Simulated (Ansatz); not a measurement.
# HfSi (model cell, started as zinc blende): from the cell to its phonons

How does HfSi (model cell, started as zinc blende) vibrate, and is this structure a minimum?

Method: DFT r2SCAN, scalar-relativistic, plane waves, PAW, in Ansatz 0.2.0.

The structure was built from a prototype and need not be the compound's stable phase.

## 1. Set-up

The structure is cubic, space group F-43m (No. 216). Conventional cell: a = 5.774 Å, b = 5.774 Å, c = 5.774 Å, α = 90.00°, β = 90.00°, γ = 90.00°. Hf has 4 Si at 2.50 Å nearest. Nearest to Si lie 4 Hf at 2.50 Å. Farther neighbours are not listed.

Coordinates:

```cif
data_structure
_symmetry_space_group_name_H-M 'F-43m'
_symmetry_Int_Tables_number 216
_cell_length_a 5.7744
_cell_length_b 5.7744
_cell_length_c 5.7744
_cell_angle_alpha 90.000
_cell_angle_beta 90.000
_cell_angle_gamma 90.000
_cell_volume 192.54
loop_
_atom_site_label
_atom_site_type_symbol
_atom_site_symmetry_multiplicity
_atom_site_Wyckoff_symbol
_atom_site_fract_x
_atom_site_fract_y
_atom_site_fract_z
_atom_site_occupancy
Hf1 Hf 4 a 0.00000 0.00000 0.00000 1
Si1 Si 4 d 0.25000 0.25000 0.75000 1
```

## 2. Coarse relaxation

A rough relaxation comes first, because large forces or stress need no tight tolerances yet.

input.yaml reads:

```yaml
crystal:
  lattice:
    - [0.0, 2.88721, 2.88721]
    - [2.88721, 0.0, 2.88721]
    - [2.88721, 2.88721, 0.0]
  atoms:
    - { symbol: Hf, position: [0.0, 0.0, 0.0] }
    - { symbol: Si, position: [0.25, 0.25, 0.25] }
kpoints:
  mp_grid: { grid: [6, 6, 6] }
hamiltonian:
  xc: r2scan
scf:
  occupations: { method: gaussian, width: 0.1 }
output:
  forces: true
  stress: true
  eigenvalues: true
relax:
  adjacent_minimum: "off"
  f_tol: 0.05
  max_steps: 80
  cell: { stress_tol: 0.5 }
```

Run with:

```bash
$ ansatz run input.yaml --threads 4 --pin off --max-ram 7168MiB --backend cpu --events-out ev --progress --plain --runs-dir out
```

Numbers of over 12 decimals in the logs are rounded to 6 here.

Log:

```text
The last accepted step is kept in <dir> (removed where the run ends without a failure and the disk answers)
Engine: ansatz 0.2.0, x86_64-unknown-linux-gnu
Pseudopotentials: kind: paw
Pseudopotential: Hf, paw, valence charge 26, recommended cutoff 500 eV (meta_gga), Hf.paw.azcp
Pseudopotential: Si, paw, valence charge 4, recommended cutoff 500 eV (meta_gga), Si.paw.azcp
Functional definition: r2SCAN
[...]
--- Relaxed structure (2 steps of the walk, 2 accepted, 1 SCFs on fresh bases) ---
  F+E_penalty+E_count = -16371.20376480 eV   max|allowed force component| = 5.435e-17 eV/Å   (the final SCF, on the basis selected at the relaxed cell)
  cell:  # Å, volume = 55.5240 Å³
    - [0, 3.0279614875, 3.0279614875]
    - [3.0279614875, 0, 3.0279614875]
    - [3.0279614875, 3.0279614875, 0]
  atoms:
    - { symbol: Hf, position: [0, 0, 0] }
    - { symbol: Si, position: [0.25, 0.25, 0.25] }
[key lines of the parts left out:]
SCF converged after 5 iterations
Free energy (F): -16371.203765 eV
Fermi energy:    8.902970 eV
P = ⅓ Tr σ = -0.3071 GPa (-3.071 kbar)
```

The job ended after 2.8 s (4 threads of AMD EPYC 9R45, shared host; peak memory 0.55 GiB).

Relaxation path:

```tsv
step	energy less that of the first step (eV)	largest force component (eV/Å)	pressure (GPa)	volume (Å³)
1	0.0000	0.0000	11.82	48.14
2	-0.2401	0.0000	-0.31	55.52
3*	-0.2406	0.0000	-0.31	55.52
```

Relaxation steps marked * repeat the geometry before them on a plane-wave basis chosen anew for their cell, so energy and pressure can jump there.

Forces are held to the 24 operations that the run works with; a distortion that breaks them can't arise in this run.

```tsv
conventional cell, symmetrised	before	after	change
a (Å)	5.774	6.056	+4.9 %
b (Å)	5.774	6.056	+4.9 %
c (Å)	5.774	6.056	+4.9 %
volume (Å³/atom)	24.07	27.76	+15.3 %
```

The relaxed structure:

```cif
data_structure
_symmetry_space_group_name_H-M 'P 1'
_symmetry_Int_Tables_number 1
_cell_length_a 4.2822
_cell_length_b 4.2822
_cell_length_c 4.2822
_cell_angle_alpha 60.000
_cell_angle_beta 60.000
_cell_angle_gamma 60.000
_cell_volume 55.52
loop_
_atom_site_label
_atom_site_type_symbol
_atom_site_fract_x
_atom_site_fract_y
_atom_site_fract_z
_atom_site_occupancy
Hf1 Hf 0.00000 0.00000 0.00000 1
Si2 Si 0.25000 0.25000 0.25000 1
```

This step gave:

- pressure: -0.3071 GPa
- volume per atom: 27.76 Å³
- gap on the k-mesh: 0.3256 eV
- direct gap on mesh: 0.3256 eV

In this step the volume went from 24.07 to 27.76 Å³/atom.

## 3. Bringing the structure to rest

Harmonic phonons are second derivatives at a point where the forces vanish, and they are wanted at zero stress, so atoms and cell are relaxed first.

input.yaml reads:

```yaml
crystal:
  lattice:
    - [0.0, 3.0279614875, 3.0279614875]
    - [3.0279614875, 0.0, 3.0279614875]
    - [3.0279614875, 3.0279614875, 0.0]
  atoms:
    - { symbol: Hf, position: [0.0, 0.0, 0.0] }
    - { symbol: Si, position: [0.25, 0.25, 0.25] }
kpoints:
  mp_grid: { grid: [10, 10, 10] }
hamiltonian:
  xc: r2scan
scf:
  occupations: { method: gaussian, width: 0.02 }
output:
  forces: true
  stress: true
  eigenvalues: true
  write_density: true
  write_potential: true
  elf: true
  volumetric_format: npy
relax:
  adjacent_minimum: "off"
  f_tol: 0.005
  max_steps: 80
  cell: { stress_tol: 0.05 }
```

Log:

```text
[...]
Crystal: 2 atoms, lattice volume = 55.524 Å³
Basis set: ecut = 500 eV, 1411 PW (Γ), exchange–correlation on 128×128×128 points (64 copies of the dense FFT grid, shifted against one another)
Bands: 19, of which v1, the nominal top of the filled ones, is band 15 counted from 1 (14 counted from 0)
Symmetry: 24 space group operations
[...]
k-points: 47 of 1000 (time reversal used)
[...]
SCF iter   1: F=—  HF=-16371.209144 eV  |F-HF|=—  |Δ(HF+E_count)|=         —  Δρ=7.16e-3  dr2=3.81e-2  dr2_τ=3.27e-2  ethr=1.77e-3  ⟨swp⟩=5.5  Hψ=4292  notcnv=0
[...]
SCF iter   7: F=-16371.202533 eV  HF=-16371.202533 eV  |F-HF|=4.77e-10  |Δ(HF+E_count)|=   4.14e-7  Δρ=3.20e-6  dr2=5.51e-9  dr2_τ=6.53e-10  ethr=3.33e-10  ⟨swp⟩=9.1  Hψ=6689  notcnv=0
SCF 1 converged in 7 iterations: F = -16371.202533 eV  dr2 = 5.51e-9
[...]
relax step   1: F+E_penalty+E_count = -16371.20253336 eV  Δ(F+E_penalty+E_count) = +0.000e0 eV  max|allowed force component| = 1.064e-16 eV/Å  Δτ_max = 0.0000 Å  P = -0.269 GPa  Ω = 55.524 Å³  (7 SCF iters, dr2 threshold 1.00e-7 eV, accepted)
Crystal: 2 atoms, lattice volume = 55.177 Å³
[...]
SCF iter   4: F=-16371.202659 eV  HF=-16371.202659 eV  |F-HF|=3.65e-8  |Δ(HF+E_count)|=   5.19e-8  Δρ=1.93e-5  dr2=1.34e-7  dr2_τ=4.25e-8  ethr=6.01e-10  ⟨swp⟩=6.6  Hψ=6145  notcnv=0
SCF 2 converged in 4 iterations: F = -16371.202659 eV  dr2 = 1.34e-7
relax step   2: F+E_penalty+E_count = -16371.20265904 eV  Δ(F+E_penalty+E_count) = -1.257e-4 eV  max|allowed force component| = 1.850e-16 eV/Å  Δτ_max = 0.0000 Å  P = +0.169 GPa  Ω = 55.177 Å³  energy of the carried Pulay correction = +1.510e-5 eV  (4 SCF iters, dr2 threshold 1.80e-7 eV, accepted)
Crystal: 2 atoms, lattice volume = 55.310 Å³
[...]
SCF iter   4: F=-16371.202723 eV  HF=-16371.202723 eV  |F-HF|=1.56e-9  |Δ(HF+E_count)|=   1.14e-7  Δρ=6.90e-6  dr2=2.09e-8  dr2_τ=3.61e-9  ethr=2.37e-10  ⟨swp⟩=6.1  Hψ=6018  notcnv=0
SCF 3 converged in 4 iterations: F = -16371.202723 eV  dr2 = 2.09e-8
relax step   3: F+E_penalty+E_count = -16371.20272299 eV  Δ(F+E_penalty+E_count) = -6.395e-5 eV  max|allowed force component| = 7.806e-17 eV/Å  Δτ_max = 0.0000 Å  P = -0.001 GPa  Ω = 55.310 Å³  energy of the carried Pulay correction = +9.283e-6 eV  (4 SCF iters, dr2 threshold 7.11e-8 eV, accepted)
[...]
SCF iter   5: F=-16371.202713 eV  HF=-16371.202713 eV  |F-HF|=1.82e-12  |Δ(HF+E_count)|=  7.28e-12  Δρ=8.02e-8  dr2=2.79e-12  dr2_τ=2.68e-13  ethr=1.00e-12  ⟨swp⟩=5.9  Hψ=3987  notcnv=0
SCF 4 converged in 5 iterations: F = -16371.202713 eV  dr2 = 2.79e-12
relax step   4: F+E_penalty+E_count = -16371.20271279 eV  Δ(F+E_penalty+E_count) = +1.020e-5 eV  max|allowed force component| = 4.915e-17 eV/Å  Δτ_max = 0.0000 Å  P = -0.001 GPa  Ω = 55.310 Å³  stress off target by 9.06e-4 GPa  SCF on the basis re-selected at this cell (its energy is not comparable with the rows above)  (5 SCF iters)
basis re-selected at this cell: Δ(F+E_penalty+E_count) = +1.020e-5 eV, ΔP = -0.000 GPa vs the last step (what re-selecting the basis moved, of the pressure what is left beyond the Pulay correction that the steps carried, after the strain that the cell walked since its last selection, with what the two solves' SCF thresholds leave and, on support functions, any second-order correction that the steps lacked; it is no m [...]
SCF converged after 5 iterations
Free energy (F): -16371.202713 eV
[...]
Internal energy: -16371.202713 eV  (E = F + TS)
E sigma→0 (E₀):  -16371.202713 eV
Fermi energy:    8.943483 eV
[...]
--- Stress (GPa, compression-positive) ---
       -0.000906      -0.000000      -0.000000
       -0.000000      -0.000906      -0.000000
       -0.000000      -0.000000      -0.000906
  P = ⅓ Tr σ = -0.0009 GPa (-0.009 kbar)
--- Band table (eV; the first three rows and the last of 47) ---
  k-point 0: bands = [... 11 lower, 0.3941, 7.5276, 7.5276, 7.5276, 10.8311, 10.8311, 13.5700, 16.0764]
  k-point 1: bands = [... 11 lower, 0.5062, 7.3512, 7.5798, 7.5798, 10.7768, 10.7768, 13.8934, 15.4129]
  k-point 2: bands = [... 11 lower, 0.8206, 6.9442, 7.7059, 7.7059, 10.7088, 10.7088, 13.8204, 14.8044]
  k-point 46: bands = [... 11 lower, 2.4454, 6.3992, 7.2582, 8.6479, 9.1854, 10.7950, 11.6347, 12.4653]
--- Relaxed structure (3 steps of the walk, 3 accepted, 1 SCFs on fresh bases) ---
[...]
cell:  # Å, volume = 55.3103 Å³
    - [0, 3.024071, 3.024071]
    - [3.024071, 0, 3.024071]
    - [3.024071, 3.024071, 0]
  atoms:
    - { symbol: Hf, position: [0, 0, 0] }
    - { symbol: Si, position: [0.25, 0.25, 0.25] }
```

It took 6.2 s on 4 threads; peak memory 0.61 GiB; 20 s of CPU time.

The steps of the relaxation:

```tsv
step	energy less that of the first step (eV)	largest force component (eV/Å)	pressure (GPa)	volume (Å³)
1	0.0000	0.0000	-0.27	55.52
2	-0.0001	0.0000	0.17	55.18
3	-0.0002	0.0000	0.00	55.31
4*	-0.0002	0.0000	0.00	55.31
```

Relaxation steps marked * repeat the geometry before them on a plane-wave basis chosen anew for their cell, so energy and pressure can jump there.

The run keeps the 24 symmetry operations that it works with, so distortions that break them were not tested.

```tsv
conventional cell, symmetrised	before	after	change
a (Å)	6.056	6.048	-0.1 %
b (Å)	6.056	6.048	-0.1 %
c (Å)	6.056	6.048	-0.1 %
volume (Å³/atom)	27.76	27.66	-0.4 %
```

Final coordinates:

```xyz
2
Lattice="0.0000 3.0241 3.0241 3.0241 0.0000 3.0241 3.0241 3.0241 0.0000" Properties=species:S:1:pos:R:3 pbc="T T T"
Hf    0.0000    0.0000    0.0000
Si    1.5120    1.5120    1.5120
```

Numbers from this step:

- pressure: -9.06e-4 GPa
- gap on the k-mesh: 0.3160 eV
- volume per atom: 27.66 Å³
- direct gap on mesh: 0.3160 eV

ELF in the ac plane of a cell with a along [110], b along [-110] and c along [001] of the cube at fractional y = 0.000, with atoms of Hf and Si within 0.2 Å of it. It is the smooth field of the valence electrons, not physical close to the nuclei.

Ten even steps from '0' (0.03) to '9' (0.83), each cell a mean:
```
995379995379995379995379
764799898447764799898447
225995479732225995479732
038963449951038963449951
148863348862148863348862
036886678751036886678751
014789998630014789998630
002578986310002578986310
000245653100000245653100
000012210000000012210000
000000000000000000000000
000000000000000000000000
000000000000000000000000
431000000024431000000024
985013320279985013320279
996137752399996137752399
```
Columns run along a (8.6 Å), rows up along c (6.0 Å), edges of the conventional cell, whose origin can differ from the input's. Atoms in or near the plane, at fractional coordinates: Hf at (0.50, 0.00), Hf at (0.00, 0.00), Si at (0.75, 0.75), Si at (0.25, 0.75).

Electrostatic potential energy in the ac plane of a cell with a along [110], b along [-110] and c along [001] of the cube at fractional y = 0.000, with atoms of Hf and Si within 0.2 Å of it. With pseudopotentials it is smooth inside the atoms' cores, unlike the true potential.

Ten even steps from '_' (-39 eV) to '@' (14 eV), each cell a mean:
```
....==##%%@@@@%%%%**::......==##%%@@@@%%%%**::..
::--**%%##****##%%##==::::--**%%##****##%%##==::
**##%%%%++..__--##%%##****##%%%%++..__--##%%##**
%%%%%%##::______++%%%%%%%%%%%%##::______++%%%%%%
@@@@@@##--____..**%%@@@@@@@@@@##--____..**%%@@@@
@@@@@@%%**----++%%@@@@@@@@@@@@%%**----++%%@@@@@@
@@@@@@@@%%%%%%%%@@@@@@@@@@@@@@@@%%%%%%%%@@@@@@@@
@@@@@@@@@@@@@@@@@@@@@@@@@@@@@@@@@@@@@@@@@@@@@@@@
@@@@@@@@@@@@@@@@@@@@@@@@@@@@@@@@@@@@@@@@@@@@@@@@
@@@@@@@@@@@@@@@@@@@@@@@@@@@@@@@@@@@@@@@@@@@@@@@@
@@@@@@@@@@@@@@@@@@@@@@@@@@@@@@@@@@@@@@@@@@@@@@@@
@@@@@@@@@@@@@@@@@@@@@@@@@@@@@@@@@@@@@@@@@@@@@@@@
##%%%%@@@@@@@@@@@@@@%%%%##%%%%@@@@@@@@@@@@@@%%%%
==++##%%@@@@@@@@@@%%**====++##%%@@@@@@@@@@%%**==
..::++%%@@@@@@@@%%**--....::++%%@@@@@@@@%%**--..
::..--##@@@@@@@@%%++....::..--##@@@@@@@@%%++....
```
Columns run along a (8.6 Å; values clipped at the 3rd and 97th percentile), rows up along c (6.0 Å), edges of the conventional cell, whose origin can differ from the input's. Atoms in or near the plane, at fractional coordinates: Hf at (0.50, 0.00), Hf at (0.00, 0.00), Si at (0.75, 0.75), Si at (0.25, 0.75).

Valence density in the ac plane of a cell with a along [110], b along [-110] and c along [001] of the cube at fractional y = 0.000, with atoms of Hf and Si within 0.2 Å of it. It is the smooth field of the valence electrons, not physical close to the nuclei.

Values in e/Å³, 9 rows by 16 columns, each cell a mean:
```
14  3  0  0  0  0  1 10 14  3  0  0  0  0  1 10
 1  0  0  0  0  0  0  0  1  0  0  0  0  0  0  0
 0  0  0  0  0  0  0  0  0  0  0  0  0  0  0  0
 0  0  0  0  0  0  0  0  0  0  0  0  0  0  0  0
 0  0  0  0  0  0  0  0  0  0  0  0  0  0  0  0
 0  0  0  0  0  0  0  0  0  0  0  0  0  0  0  0
 0  0  0  0  0  0  0  0  0  0  0  0  0  0  0  0
 2  0  0  0  0  0  0  1  2  0  0  0  0  0  0  1
20  4  0  0  0  0  2 15 20  4  0  0  0  0  2 15
```
Columns run along a (8.6 Å), rows up along c (6.0 Å), edges of the conventional cell, whose origin can differ from the input's. Atoms in or near the plane, at fractional coordinates: Hf at (0.50, 0.00), Hf at (0.00, 0.00), Si at (0.75, 0.75), Si at (0.25, 0.75).

In this step the volume went from 27.76 to 27.66 Å³/atom.

## 4. Relaxing to small forces for the phonons

Phonons need a cell at rest on their own settings, so the relaxation is repeated with tight tolerances on forces and stress, using the mesh and the filling of the phonon run that follows.

input.yaml reads:

```yaml
crystal:
  lattice:
    - [0.0, 3.0240707983, 3.0240707983]
    - [3.0240707983, 0.0, 3.0240707983]
    - [3.0240707983, 3.0240707983, 0.0]
  atoms:
    - { symbol: Hf, position: [0.0, 0.0, 0.0] }
    - { symbol: Si, position: [0.25, 0.25, 0.25] }
kpoints:
  mp_grid: { grid: [12, 12, 12] }
hamiltonian:
  xc: r2scan
scf:
  occupations: { method: fixed }
output:
  forces: true
  stress: true
  eigenvalues: true
relax:
  adjacent_minimum: "off"
  f_tol: 0.001
  max_steps: 60
  cell: { stress_tol: 0.01 }
```

Log:

```text
[...]
Crystal: 2 atoms, lattice volume = 55.310 Å³
Basis set: ecut = 500 eV, 1411 PW (Γ), exchange–correlation on 128×128×128 points (64 copies of the dense FFT grid, shifted against one another)
Bands: 19, of which v1, the nominal top of the filled ones, is band 15 counted from 1 (14 counted from 0)
Symmetry: 24 space group operations
[...]
k-point 71: bands = [... 11 lower, 2.4446, 6.7510, 6.8445, 8.6358, 9.1925, 10.8003, 11.6290, 12.5080]
--- Relaxed structure (1 steps of the walk, 1 accepted, 1 SCFs on fresh bases) ---
[...]
cell:  # Å, volume = 55.3103 Å³
    - [0.0, 3.0240707983, 3.0240707983]
    - [3.0240707983, 0.0, 3.0240707983]
    - [3.0240707983, 3.0240707983, 0.0]
  atoms:
    - { symbol: Hf, position: [0.0, 0.0, 0.0] }
    - { symbol: Si, position: [0.25, 0.25, 0.25] }
[key lines of the parts left out:]
SCF converged after 6 iterations
Free energy (F): -16371.202691 eV
Fermi energy:    8.785056 eV
P = ⅓ Tr σ = 0.0001 GPa (0.001 kbar)
```

It took 4.6 s on 4 threads; peak memory 0.63 GiB.

Little changed from the start: no atom moved by 0.005 Å and no cell edge by 0.1 %.

Numbers from this step:

- pressure: 1.46e-4 GPa

The forces vanish by symmetry and the pressure is 0.000 GPa, within the tolerances set. The cell now holds 27.66 Å³/atom.

[end of part 1 of 3]

[Logs are printed without paths, hosts, clocks, repeated set-up lines and the standing remarks that a program may print on its own settings, such as how far it seeks lower states.]

[Hosts, paths, dates, database ids (printed as entryN), source tags and the programs' standing remarks are cut or masked in the printed files.]
